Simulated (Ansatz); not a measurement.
# GaAs wire along [100], 14 atoms a period, H-terminated: bands under strain, part 3 of 3

What gap, if any, does the GaAs wire along [100], 14 atoms a period, H-terminated have, and how does it change under strain?

Ansatz 0.2.0; DFT PBE, plane waves, PAW; relaxation of a wire's period (the session's first sound run).

So far, band gap (eV): step 3 (the perfect wire) 3.04; step 4 (relaxing the atoms, period over the relaxed period 0.96, k-mesh …) 3.05; step 5 (relaxing the atoms, period over the relaxed period 0.98, k-mesh …) 3.06.

## Step 6: At a strained period, period over the relaxed period 1.02, k-mesh 1×1×11

Level of this step: DFT PBE, plane waves, PAW; relaxation at a fixed period (Ansatz).

The period is set to 1.02 times the relaxed one and the atoms relax within it: strain changes bond lengths and angles, which shifts the bands against each other. Against the first PBE run of this kind, the mesh along the wire has 11 points against 14.

The cell differs from the one that the last finished run ended in (c 5.735 → 5.970 Å).

Input file input.yaml:

```yaml
crystal:
  lattice:
    - [15.795, 0.0, 0.0]
    - [0.0, 15.795, 0.0]
    - [0.0, 0.0, 5.9695286826]
  atoms:
    - { symbol: Ga, position: [0.262888839, 0.65211881, 0.936699116] }
    - { symbol: Ga, position: [0.450296267, 0.457110694, 0.003312793] }
    - { symbol: Ga, position: [0.637742941, 0.642216342, 0.037378577] }
    - { symbol: H, position: [0.31815149, 0.317047772, 0.111337129] }
    - { symbol: H, position: [0.415791883, 0.784823222, 0.165578841] }
    - { symbol: H, position: [0.190658298, 0.61013498, 0.077409806] }
    - { symbol: H, position: [0.695587381, 0.706213756, 0.16893284] }
    - { symbol: As, position: [0.371455977, 0.368883824, 0.277208885] }
    - { symbol: As, position: [0.357603005, 0.715098887, 0.252384807] }
    - { symbol: As, position: [0.545572908, 0.5456273, 0.253057264] }
    - { symbol: H, position: [0.205534338, 0.500266651, 0.376624792] }
    - { symbol: H, position: [0.53266755, 0.226514041, 0.319826469] }
    - { symbol: H, position: [0.702439143, 0.400551312, 0.351865026] }
    - { symbol: H, position: [0.307792827, 0.76979183, 0.418203232] }
    - { symbol: Ga, position: [0.26466633, 0.443585709, 0.52553943] }
    - { symbol: Ga, position: [0.461477181, 0.261956883, 0.479300499] }
    - { symbol: Ga, position: [0.447170564, 0.624557752, 0.5020974] }
    - { symbol: Ga, position: [0.634112599, 0.450078283, 0.492321622] }
    - { symbol: H, position: [0.605803486, 0.764083817, 0.586074452] }
    - { symbol: H, position: [0.783875263, 0.595896767, 0.652013695] }
    - { symbol: H, position: [0.2338078, 0.376216701, 0.70311855] }
    - { symbol: H, position: [0.403213319, 0.206815752, 0.635346526] }
    - { symbol: As, position: [0.35709847, 0.543858035, 0.757727702] }
    - { symbol: As, position: [0.535998703, 0.369265953, 0.734513442] }
    - { symbol: As, position: [0.546802514, 0.714200596, 0.74110605] }
    - { symbol: As, position: [0.713590842, 0.545920216, 0.767702893] }
    - { symbol: H, position: [0.251536569, 0.728431906, 0.768351495] }
    - { symbol: H, position: [0.503203253, 0.790092305, 0.848818676] }
    - { symbol: H, position: [0.596832916, 0.321275238, 0.889715861] }
    - { symbol: H, position: [0.770410929, 0.491344515, 0.916432131] }
kpoints:
  mp_grid: { grid: [1, 1, 11] }
  band_path: { path: ["Γ", Z], npoints: 90 }
scf:
  occupations: { method: fermi_dirac, width: 0.05 }
hamiltonian:
  xc: pbe
relax:
  max_steps: 40
  f_tol: 0.02
output:
  stress: true
```

The run is started by

```sh
$ ansatz run input.yaml --threads 4 --pin off --max-ram 16384MiB --backend cpu --events-out ev --progress --plain --runs-dir out
```

Numbers of over 12 decimals in the logs are rounded to 6 here.

Output:

```text
[...]
Crystal: 30 atoms, lattice volume = 1489.290 Å³
Basis set: ecut = 420 eV, 29027 PW (Γ), exchange–correlation on 216×216×80 points (8 copies of the dense FFT grid, shifted against one another)
Bands: 136, of which v1, the nominal top of the filled ones, is band 106 counted from 1 (105 counted from 0)
Symmetry: 1 space group operations
[...]
- { symbol: As, position: [0.358711, 0.542653, 0.759117] }
    - { symbol: As, position: [0.535479, 0.369965, 0.734339] }
    - { symbol: As, position: [0.545630, 0.712405, 0.744015] }
    - { symbol: As, position: [0.710832, 0.546439, 0.770130] }
    - { symbol: H, position: [0.259261, 0.730895, 0.771730] }
    - { symbol: H, position: [0.499239, 0.787311, 0.846204] }
    - { symbol: H, position: [0.597507, 0.320619, 0.880049] }
    - { symbol: H, position: [0.767396, 0.490230, 0.912291] }
[key lines of the parts left out:]
SCF converged after 6 iterations
Free energy (F): -60727.494051 eV
Fermi energy:    -1.293645 eV
P = ⅓ Tr σ = -0.0415 GPa (-0.415 kbar)
```

Wall time 12 min (4 threads of Arm Neoverse V1, shared host); peak memory 10 GiB; 47 min of CPU time.

Step by step:

```csv
step,energy less that of the first step (eV),largest force component (eV/Å)
1,0.0000,0.1669
2,-0.0323,0.1116
3,-0.0378,0.0204
4,-0.0384,0.0099
5,-0.0388,0.0125
6,-0.0392,0.0144
7,-0.0394,0.0076
```

The atoms that moved most (Å):

```csv
atom,dx,dy,dz,length
H27,0.122,0.039,0.020,0.130
H6,-0.005,0.025,-0.103,0.106
H11,0.051,0.079,0.016,0.095
H21,-0.026,0.005,-0.082,0.086
H28,-0.063,-0.044,-0.016,0.078
H19,0.002,-0.006,0.076,0.076
H12,0.037,0.065,0.012,0.076
H14,-0.031,-0.059,-0.028,0.073
```

Final coordinates:

```xyz
30
Lattice="15.7950 0.0000 0.0000 0.0000 15.7950 0.0000 0.0000 0.0000 5.9695" Properties=species:S:1:pos:R:3
Ga    4.1988   10.3084    5.5655
Ga    7.1211    7.2069    0.0259
Ga   10.0420   10.1359    0.2366
H     5.0173    5.0090    0.7217
H     6.5696   12.3455    1.0359
H     3.0068    9.6621    0.3593
H    10.9555   11.1574    0.9924
As    5.8741    5.8503    1.6597
As    5.6464   11.2372    1.5205
As    8.6109    8.6000    1.5170
H     3.2975    7.9806    2.2644
H     8.4507    3.6425    1.9212
H    11.1022    6.3288    2.1597
H     4.8304   12.0996    2.4683
Ga    4.1977    7.0388    3.1269
Ga    7.3017    4.1686    2.8464
Ga    7.0712    9.8366    3.0059
Ga   10.0060    7.1172    2.9532
H     9.5709   12.0626    3.5745
H    12.3424    9.4326    3.9419
H     3.6666    5.9476    4.1152
H     6.3807    3.2653    3.7267
As    5.6658    8.5712    4.5316
As    8.4579    5.8436    4.3837
As    8.6182   11.2524    4.4414
As   11.2276    8.6310    4.5973
H     4.0950   11.5445    4.6069
H     7.8855   12.4356    5.0514
H     9.4376    5.0642    5.2535
H    12.1210    7.7432    5.4459
```

Electronic bands along the path, in eV, zero at the Fermi level; v1 is the highest filled band, c1 the lowest empty one:

```csv
point,v4,v3,v2,v1,c1,c2,c3,c4
Γ,-1.92,-1.69,-1.60,-1.50,1.62,1.73,1.98,2.04
halfway,-1.98,-1.75,-1.66,-1.60,1.57,1.70,1.86,2.14
Z,-2.00,-1.90,-1.82,-1.74,1.53,1.61,1.73,1.96
```

The gap is 3.03 eV, against 3.04 eV under PBE at the relaxed period.

## Step 7: At a strained period, period over the relaxed period 1.04, k-mesh 1×1×10

The period is set to 1.04 times the relaxed one and the atoms relax within it: strain changes bond lengths and angles, which shifts the bands against each other. Against the first PBE run of this kind, the mesh along the wire has 10 points against 14.

The cell differs from the one that the last finished run ended in (c 5.970 → 6.087 Å).

input.yaml: that of step 6 with these lines changed.

```diff
@@ -4,3 +4,3 @@
     - [0.0, 15.795, 0.0]
-    - [0.0, 0.0, 5.9695286826]
+    - [0.0, 0.0, 6.0865782646]
   atoms:
@@ -37,3 +37,3 @@
 kpoints:
-  mp_grid: { grid: [1, 1, 11] }
+  mp_grid: { grid: [1, 1, 10] }
   band_path: { path: ["Γ", Z], npoints: 90 }
```

Output:

```text
[...]
Crystal: 30 atoms, lattice volume = 1518.492 Å³
Basis set: ecut = 420 eV, 29709 PW (Γ), exchange–correlation on 216×216×90 points (8 copies of the dense FFT grid, shifted against one another)
Bands: 136, of which v1, the nominal top of the filled ones, is band 106 counted from 1 (105 counted from 0)
Symmetry: 1 space group operations
[...]
- { symbol: As, position: [0.360452, 0.541542, 0.759534] }
    - { symbol: As, position: [0.535207, 0.370406, 0.733388] }
    - { symbol: As, position: [0.543936, 0.710694, 0.745857] }
    - { symbol: As, position: [0.708924, 0.546830, 0.771268] }
    - { symbol: H, position: [0.266247, 0.732931, 0.777613] }
    - { symbol: H, position: [0.494348, 0.783721, 0.845311] }
    - { symbol: H, position: [0.598135, 0.319739, 0.870583] }
    - { symbol: H, position: [0.765124, 0.489454, 0.908546] }
[key lines of the parts left out:]
SCF converged after 6 iterations
Free energy (F): -60727.462947 eV
Fermi energy:    -1.372258 eV
P = ⅓ Tr σ = -0.0884 GPa (-0.884 kbar)
```

Elapsed: 13 min, on 4 threads; peak memory 10 GiB; 51 min of CPU time.

The steps of the relaxation:

```csv
step,energy less that of the first step (eV),largest force component (eV/Å)
1,0.0000,0.3250
2,-0.1208,0.2200
3,-0.1412,0.0448
4,-0.1434,0.0163
5,-0.1445,0.0175
6,-0.1456,0.0218
7,-0.1464,0.0168
8,-0.1464,0.0168
9,-0.1470,0.0186
```

The atoms that moved most (Å):

```csv
atom,dx,dy,dz,length
H27,0.232,0.071,0.056,0.249
H11,0.113,0.164,0.027,0.201
H6,0.003,0.042,-0.187,0.191
H21,-0.052,0.024,-0.166,0.175
H28,-0.140,-0.101,-0.021,0.174
H14,-0.066,-0.130,-0.049,0.154
H19,-0.021,0.008,0.149,0.150
H5,-0.002,-0.086,0.104,0.136
```

Final coordinates:

```xyz
30
Lattice="15.7950 0.0000 0.0000 0.0000 15.7950 0.0000 0.0000 0.0000 6.0866" Properties=species:S:1:pos:R:3
Ga    4.2471   10.3094    5.6576
Ga    7.1333    7.1936    0.0271
Ga   10.0145   10.1260    0.2391
H     5.0071    5.0153    0.7841
H     6.5659   12.3098    1.1122
H     3.0142    9.6795    0.2845
H    10.9291   11.1637    0.9715
As    5.8829    5.8719    1.6908
As    5.6461   11.1836    1.5627
As    8.6125    8.5827    1.5475
H     3.3596    8.0657    2.3192
H     8.4747    3.6806    1.9898
H    11.1153    6.3283    2.2640
H     4.7959   12.0289    2.4964
Ga    4.2186    7.0735    3.1700
Ga    7.3041    4.1960    2.8945
Ga    7.0813    9.8060    3.0644
Ga   10.0015    7.1247    3.0243
H     9.5480   12.0766    3.7158
H    12.3187    9.4490    4.0620
H     3.6415    5.9661    4.1138
H     6.3753    3.2848    3.7581
As    5.6933    8.5537    4.6230
As    8.4536    5.8506    4.4638
As    8.5915   11.2254    4.5397
As   11.1975    8.6372    4.6944
H     4.2054   11.5766    4.7330
H     7.8082   12.3789    5.1451
H     9.4475    5.0503    5.2989
H    12.0851    7.7309    5.5299
```

The gap is 2.99 eV, against 3.04 eV under PBE at the relaxed period.

## Step 8: At a strained period, period over the relaxed period 1.06, k-mesh 1×1×10

The period is set to 1.06 times the relaxed one and the atoms relax within it: strain changes bond lengths and angles, which shifts the bands against each other. Against the first PBE run of this kind, the mesh along the wire has 10 points against 14.

The cell differs from the one that the last finished run ended in (c 6.087 → 6.204 Å).

input.yaml: that of step 7 with these lines changed.

```diff
@@ -4,3 +4,3 @@
     - [0.0, 15.795, 0.0]
-    - [0.0, 0.0, 6.0865782646]
+    - [0.0, 0.0, 6.2036278467]
   atoms:
```

Output:

```text
[...]
Crystal: 30 atoms, lattice volume = 1547.694 Å³
Basis set: ecut = 420 eV, 30317 PW (Γ), exchange–correlation on 216×216×90 points (8 copies of the dense FFT grid, shifted against one another)
Bands: 136, of which v1, the nominal top of the filled ones, is band 106 counted from 1 (105 counted from 0)
Symmetry: 1 space group operations
[...]
- { symbol: As, position: [0.362021, 0.540028, 0.760165] }
    - { symbol: As, position: [0.535411, 0.370932, 0.733330] }
    - { symbol: As, position: [0.541792, 0.708930, 0.748396] }
    - { symbol: As, position: [0.707408, 0.547063, 0.771709] }
    - { symbol: H, position: [0.274132, 0.734544, 0.782299] }
    - { symbol: H, position: [0.488427, 0.778850, 0.847812] }
    - { symbol: H, position: [0.599529, 0.319377, 0.862140] }
    - { symbol: H, position: [0.763636, 0.488811, 0.903850] }
[key lines of the parts left out:]
SCF converged after 6 iterations
Free energy (F): -60727.409172 eV
Fermi energy:    -1.447973 eV
P = ⅓ Tr σ = -0.1309 GPa (-1.309 kbar)
```

The job ended after 14 min (4 threads; peak memory 10 GiB).

The electronic bands at the labelled points (eV, zero at the Fermi level; v1 is the highest filled band, c1 the lowest empty one):

```csv
point,v4,v3,v2,v1,c1,c2,c3,c4
Γ,-1.89,-1.68,-1.58,-1.46,1.60,1.76,1.99,2.05
halfway,-1.91,-1.76,-1.65,-1.55,1.55,1.63,1.84,2.15
Z,-2.03,-1.83,-1.79,-1.75,1.49,1.53,1.67,1.90
```

The gap is 2.94 eV, against 3.04 eV under PBE at the relaxed period.

## Step 9: Side by side

Times are for 4 threads of Arm Neoverse V1, shared host. The runs compared:

```csv
no.,period over the relaxed period,k-mesh,pressure (GPa),band gap (eV),time,memory (GiB)
1,0.96,1×1×11,0.08408,3.052,11 min,9.5
2,0.98,1×1×11,0.04340,3.057,10 min,9.7
3,1.02,1×1×11,-0.04146,3.026,12 min,10
4,1.04,1×1×10,-0.08843,2.991,13 min,10
5,1.06,1×1×10,-0.1309,2.943,14 min,10
```

## Step 10: Outcome

* cell length, PBE: 5.852 Å
* gap, PBE: 3.04 eV
* gap, period scaled by 0.96: 3.05 eV
* gap, period scaled by 0.98: 3.06 eV
* gap, period scaled by 1.02: 3.03 eV
* gap, period scaled by 1.04: 2.99 eV
* gap, period scaled by 1.06: 2.94 eV

**Reading.** Under PBE the cell's length is 5.85 Å, and a gap of 3.04 eV makes it a semiconductor. Strain matters: under PBE the gap goes from 3.04 eV to 3.05 eV at 0.96 times the period, 3.06 eV at 0.98 times the period, 3.03 eV at 1.02 times the period, 2.99 eV at 1.04 times the period and 2.94 eV at 1.06 times the period. Plain hydrogen on a compound's surface is a simple closure: it may leave surface states, and facets that end in unlike atoms put a field across the wire, both of which shrink the gap.

[Logs are printed without paths, hosts, clocks, repeated set-up lines and the standing remarks that a program may print on its own settings, such as how far it seeks lower states.]

[Hosts, paths, dates, database ids (printed as entryN), source tags and the programs' standing remarks are cut or masked in the printed files.]
